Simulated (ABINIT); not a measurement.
# CO2 (P4_2/mnm): G0W0 with ABINIT, start to end

Wanted: ground state, empty states, screening and self-energy for CO2 (P4_2/mnm).

Method: LDA and many-body steps on it, plane waves, in ABINIT 10.8.3.

## Step 1: Set-up

It takes space group P4_2/mnm (No. 136, tetragonal). The conventional cell has a = 4.227 Å, b = 4.227 Å, c = 4.688 Å, α = 90.00°, β = 90.00°, γ = 90.00°. Nearest to C lie 2 O at 1.17 Å. Nearest to O lie 1 C at 1.17 Å. Farther neighbours and most contacts between anions are not listed.

Coordinates:

```cif
data_structure
_symmetry_space_group_name_H-M 'P4_2/mnm'
_symmetry_Int_Tables_number 136
_cell_length_a 4.2272
_cell_length_b 4.2272
_cell_length_c 4.6878
_cell_angle_alpha 90.000
_cell_angle_beta 90.000
_cell_angle_gamma 90.000
_cell_volume 83.77
loop_
_atom_site_label
_atom_site_type_symbol
_atom_site_symmetry_multiplicity
_atom_site_Wyckoff_symbol
_atom_site_fract_x
_atom_site_fract_y
_atom_site_fract_z
_atom_site_occupancy
C1 C 2 a 0.50000 0.50000 0.50000 1
O1 O 4 f 0.30483 0.69517 0.50000 1
```

The cell and positions are those that the Materials Project relaxed with its own functionals (PBE, PBE+U or r2SCAN), kept fixed.

## Step 2: Ground state

This step: ABINIT 10.8.3; DFT, LDA, plane waves, norm-conserving pseudopotentials.

The ground-state density comes first.

File run.abi:

```
acell 3*1.0 Angstrom
rprim 
  4.227212790000 0.000000000000 0.000000000000
  0.000000000000 4.227212790000 0.000000000000
  0.000000000000 0.000000000000 4.687771590000
ntypat 2
znucl 6 8
natom 6
typat 1 1 2 2 2 2
xred 
  0.500000000000 0.500000000000 0.500000000000
  0.000000000000 0.000000000000 0.000000000000
  0.304826860000 0.695173140000 0.500000000000
  0.695173140000 0.304826860000 0.500000000000
  0.195173140000 0.195173140000 0.000000000000
  0.804826860000 0.804826860000 0.000000000000
pp_dirpath "pseudos"
pseudos "C.upf, O.upf"
ecut 37
ngkpt 6 6 4
nshiftk 1
shiftk 0 0 0
kptopt 1
chksymbreak 0
nband 23
occopt 1
tolvrs 1e-10
nstep 60
prtwf 0
optforces 0
optstress 0
indata_prefix "in"
outdata_prefix "out"
tmpdata_prefix "tmp"
```

Started as:

```sh
$ OMP_NUM_THREADS=1 mpirun -n 8 abinit run.abi > log
```

Numbers of over 12 decimals in the logs are rounded to 6 here.

Output:

```text
.Version 10.8.3 of ABINIT. v10.8.2 released Aug 2026.

 Symmetries : space group P4_2/m n m (#136); Bravais tP (primitive tetrag.)
================================================================================
 Values of the parameters that define the memory need of the present run
     intxc =       0    ionmov =       0      iscf =       7    lmnmax =       5
     lnmax =       5     mgfft =      50  mpssoang =       3    mqgrid =    3001
     natom =       6  nloc_mem =       1    nspden =       1   nspinor =       1
    nsppol =       1      nsym =      16    n1xccc =    2501    ntypat =       2
    occopt =       1   xclevel =       1
-    mband =          23        mffmem =           1         mkmem =           4
       mpw =        6100          nfft =      101250          nkpt =          30
================================================================================
  Rough estimation (10% accuracy) of disk space for files :
================================================================================

--------------------------------------------------------------------------------
------------- Echo of variables that govern the present computation ------------
--------------------------------------------------------------------------------
 -outvars: echo values of preprocessed input variables --------
            acell      1.8897261259E+00  1.8897261259E+00  1.8897261259E+00 Bohr

      chksymbreak           0
             ecut      3.70000000E+01 Hartree
-          fftalg         312

              ixc       -1012
              kpt      0.00000000E+00  0.00000000E+00  0.00000000E+00
                       1.66666667E-01  0.00000000E+00  0.00000000E+00
                       3.33333333E-01  0.00000000E+00  0.00000000E+00
                       5.00000000E-01  0.00000000E+00  0.00000000E+00
                       1.66666667E-01  1.66666667E-01  0.00000000E+00
                       3.33333333E-01  1.66666667E-01  0.00000000E+00
                       5.00000000E-01  1.66666667E-01  0.00000000E+00
                       3.33333333E-01  3.33333333E-01  0.00000000E+00
                       5.00000000E-01  3.33333333E-01  0.00000000E+00
   [... 19 further rows ...]
                       5.00000000E-01  3.33333333E-01  5.00000000E-01
                       5.00000000E-01  5.00000000E-01  5.00000000E-01
         kptrlatt        6    0    0      0    6    0      0    0    4
          kptrlen      3.54344178E+01
P           mkmem           4
            natom           6
            nband          23
            ngfft          45      45      50
             nkpt          30
            nstep          60
             nsym          16
           ntypat           2
              occ      2.000000  2.000000  2.000000  2.000000  2.000000  2.000000
                       2.000000  2.000000  2.000000  2.000000  2.000000  2.000000
                       2.000000  2.000000  2.000000  2.000000  0.000000  0.000000
                       0.000000  0.000000  0.000000  0.000000  0.000000
        optforces           0
        optstress           0
            prtwf           0
            rprim      4.2272127900E+00  0.0000000000E+00  0.0000000000E+00
[...]
spgroup         136

           tolvrs      1.00000000E-10

             xred      5.0000000000E-01  5.0000000000E-01  5.0000000000E-01
[...]
znucl        6.00000    8.00000

================================================================================

 chkinp: Checking input parameters for consistency.

================================================================================
== DATASET  1 ==================================================================
-   mpi_nproc: 8, omp_nthreads: 1 (-1 if OMP is not activated)

--- !DatasetInfo
iteration_state: {dtset: 1, }
dimensions: {natom: 6, nkpt: 30, mband: 23, nsppol: 1, nspinor: 1, nspden: 1, mpw: 6100, }
cutoff_energies: {ecut:  37.0, pawecutdg:  -1.0, }
electrons: {nelect:   3.20000000E+01, charge:   0.00000000E+00, occopt:   1.00000000E+00, tsmear:   1.00000000E-02, }

 Real(R)+Recip(G) space primitive vectors, cartesian coordinates (Bohr,Bohr^-1):
 R(1)=  7.9882744  0.0000000  0.0000000  G(1)=  0.1251835  0.0000000  0.0000000
 R(2)=  0.0000000  7.9882744  0.0000000  G(2)=  0.0000000  0.1251835  0.0000000
 R(3)=  0.0000000  0.0000000  8.8586044  G(3)=  0.0000000  0.0000000  0.1128846
 Unit cell volume ucvol=  5.6528995E+02 bohr^3
 Angles (23,13,12)=  9.00000000E+01  9.00000000E+01  9.00000000E+01 degrees

 getcut: wavevector=  0.0000  0.0000  0.0000  ngfft=  45  45  50
         ecut(hartree)=     37.000   => boxcut(ratio)=   2.01156

--- Pseudopotential description ------------------------------------------------
- C Generated using ONCVPSP code by D. R. Hamann
-  6.00000   4.00000  180309                  znucl, zion, pspdat
12 -1012 1 -1 1234                            pspcod,pspxc,lmax,lloc,mmax
     nproj     2     2     0
  pspatm : epsatm=    4.35103003
         --- l  ekb(1:nproj) -->
[...]
pspatm: atomic psp has been read  and splines computed

- O Generated using ONCVPSP code by D. R. Hamann
-  8.00000   6.00000  201201                  znucl, zion, pspdat
12 -1012 2 -1 926                             pspcod,pspxc,lmax,lloc,mmax
     nproj     2     2     1
  pspatm : epsatm=    6.27558587
         --- l  ekb(1:nproj) -->
[...]
2   -1.033686
 pspatm: atomic psp has been read  and splines computed

   1.08174091E+03                                ecore*ucvol(ha*bohr**3)
--------------------------------------------------------------------------------

_setup2: Arith. and geom. avg. npw (full set) are    6077.479    6077.469

================================================================================

--- !BeginCycle
iteration_state: {dtset: 1, }
solver: {iscf: 7, nstep: 60, nline: 4, wfoptalg: 0, }
tolerances: {tolvrs: 1.00E-10, }

     iter   Etot(hartree)      deltaE(h)  residm     vres2
 ETOT  1  -77.784312599156    -7.778E+01 1.094E-01 4.000E+02
 ETOT  2  -77.787325610764    -3.013E-03 2.953E-02 5.172E+02
 ETOT  3  -78.022330785512    -2.350E-01 3.904E-03 1.091E+01
 ETOT  4  -78.025818961522    -3.488E-03 7.771E-04 3.476E-01
 ETOT  5  -78.025936416364    -1.175E-04 1.068E-04 4.033E-03
 ETOT  6  -78.025937043514    -6.272E-07 2.396E-04 1.710E-04
 ETOT  7  -78.025937066144    -2.263E-08 3.687E-05 9.180E-06
 ETOT  8  -78.025937066989    -8.450E-10 1.025E-04 6.092E-07
 ETOT  9  -78.025937067095    -1.053E-10 1.879E-05 2.063E-08
 ETOT 10  -78.025937067099    -4.448E-12 5.764E-05 1.377E-10
 ETOT 11  -78.025937067098     6.821E-13 1.282E-05 2.489E-12

 At SCF step   11       vres2   =  2.49E-12 < tolvrs=  1.00E-10 =>converged.

--- !ResultsGS
iteration_state: {dtset: 1, }
comment   : Summary of ground state results
lattice_vectors:
- [  7.9882744,   0.0000000,   0.0000000, ]
- [  0.0000000,   7.9882744,   0.0000000, ]
- [  0.0000000,   0.0000000,   8.8586044, ]
lattice_lengths: [   7.98827,    7.98827,    8.85860, ]
lattice_angles: [ 90.000,  90.000,  90.000, ] # degrees, (23, 13, 12)
lattice_volume:   5.6528995E+02
convergence: {deltae:  6.821E-13, res2:  2.489E-12, residm:  1.282E-05, diffor:  0.000E+00, }
etotal    :  -7.80259371E+01
entropy   :   0.00000000E+00
fermie    :  -1.26518767E-01
cartesian_stress_tensor: null
pressure_GPa: null
xred      :
- [  5.0000E-01,   5.0000E-01,   5.0000E-01,  C]
- [  0.0000E+00,   0.0000E+00,   0.0000E+00,  C]
- [  3.0483E-01,   6.9517E-01,   5.0000E-01,  O]
- [  6.9517E-01,   3.0483E-01,   5.0000E-01,  O]
- [  1.9517E-01,   1.9517E-01,   0.0000E+00,  O]
- [  8.0483E-01,   8.0483E-01,   0.0000E+00,  O]
cartesian_forces: null
force_length_stats: {min: null, max: null, mean: null, }

 Integrated electronic density in atomic spheres:
 ------------------------------------------------
 Atom  Sphere_radius  Integrated_density
[...]
================================================================================

 ----iterations are completed or convergence reached----

 Mean square residual over all n,k,spin=   42.242E-09; max=  12.822E-06
 reduced coordinates (array xred) for    6 atoms
[...]
0.000000000000      0.000000000000      0.000000000000
       0.304826860000      0.695173140000      0.500000000000
       0.695173140000      0.304826860000      0.500000000000
       0.195173140000      0.195173140000      0.000000000000
       0.804826860000      0.804826860000      0.000000000000
 rms dE/dt=  0.0000E+00; max dE/dt=  0.0000E+00; dE/dt below (all hartree)
    1       0.000000000000      0.000000000000      0.000000000000
    2       0.000000000000      0.000000000000      0.000000000000
    3       0.000000000000      0.000000000000      0.000000000000
    4       0.000000000000      0.000000000000      0.000000000000
    5       0.000000000000      0.000000000000      0.000000000000
    6       0.000000000000      0.000000000000      0.000000000000

 cartesian coordinates (angstrom) at end:
    1      2.113606     2.113606     2.343886
    2      0.000000     0.000000     0.000000
    3      1.288568     2.938645     2.343886
    4      2.938645     1.288568     2.343886
    5      0.825038     0.825038     0.000000
    6      3.402174     3.402174     0.000000
 length scales=  1.889726125908  1.889726125908  1.889726125908 bohr
              =  1.000000000000  1.000000000000  1.000000000000 angstroms
 prteigrs : about to open file out_EIG
 Fermi (or HOMO) energy (hartree) =  -0.12652   Average Vxc (hartree)=  -0.32463
 Eigenvalues (hartree) for nkpt=  30  k points:
 kpt#   1, nband= 23, wtk=  0.00694, kpt=  0.0000  0.0000  0.0000 (reduced coord)
  -0.87984   -0.86823   -0.83707   -0.83707   -0.32786   -0.31534   -0.30740   -0.28444
  -0.28444   -0.25674   -0.25674   -0.25466   -0.17966   -0.14723   -0.14439   -0.14439
   0.10591    0.14334    0.15946    0.15946    0.20354    0.26142    0.35455
 prteigrs : prtvol=0 or 1, do not print more k-points.

--- !EnergyTerms
iteration_state     : {dtset: 1, }
comment             : Components of total free energy in Hartree
kinetic             :  5.20797997833195E+01
hartree             :  2.81140406645523E+01
xc                  : -2.04342517257618E+01
Ewald energy        : -4.16137102671031E+01
psp_core            :  1.91360365243891E+00
local_psp           : -8.68887491734361E+01
non_local_psp       : -1.11966700011080E+01
total_energy        : -7.80259370670984E+01
total_energy_eV     : -2.12319391073742E+03
band_energy         : -1.26554942826633E+01

== END DATASET(S) ==============================================================
================================================================================

 -outvars: echo values of variables after computation  --------
           etotal     -7.8025937067E+01
            nband          23
             nkpt          30
          spgroup         136
 [... the other variables as echoed above ...]

 Calculation completed.
```

Elapsed: 20 s, on 8 MPI ranks of Arm Neoverse V2, shared host; peak memory 0.67 GiB; 2.7 min of CPU time.

Numbers from this step:

* total energy: -2123.1939 eV
* gap: 6.325 eV
* k of the valence top: 0.5, 0.5, 0.5
* k of the conduction bottom: 0, 0, 0
* least direct gap: 6.811 eV

The gap is indirect, with the least direct gap 0.49 eV higher.

(Part 1 of 3 ends here.)

[Paths, hosts, dates, memory and timing lines, banners, echoed tables and standing remarks are left out of the program output.]

[Logs are printed without paths, hosts, clocks, repeated set-up lines and the standing remarks that a program may print on its own settings, such as how far it seeks lower states.]

[Runs of the session that timed out or met a known fault of the program may be left out.]

[Hosts, paths, dates, database ids (printed as entryN), source tags and the programs' standing remarks are cut or masked in the printed files.]

[G0W0 gaps are taken among the corrected bands and points alone; a level outside them can change the order at an edge.]

[Where Ansatz stands beside ABINIT at settings called matched, ABINIT's density can come from a denser mesh and the files from another edition; pairs whose starting gaps differed by over 0.03 eV were left out, so agreement reads better than it is.]
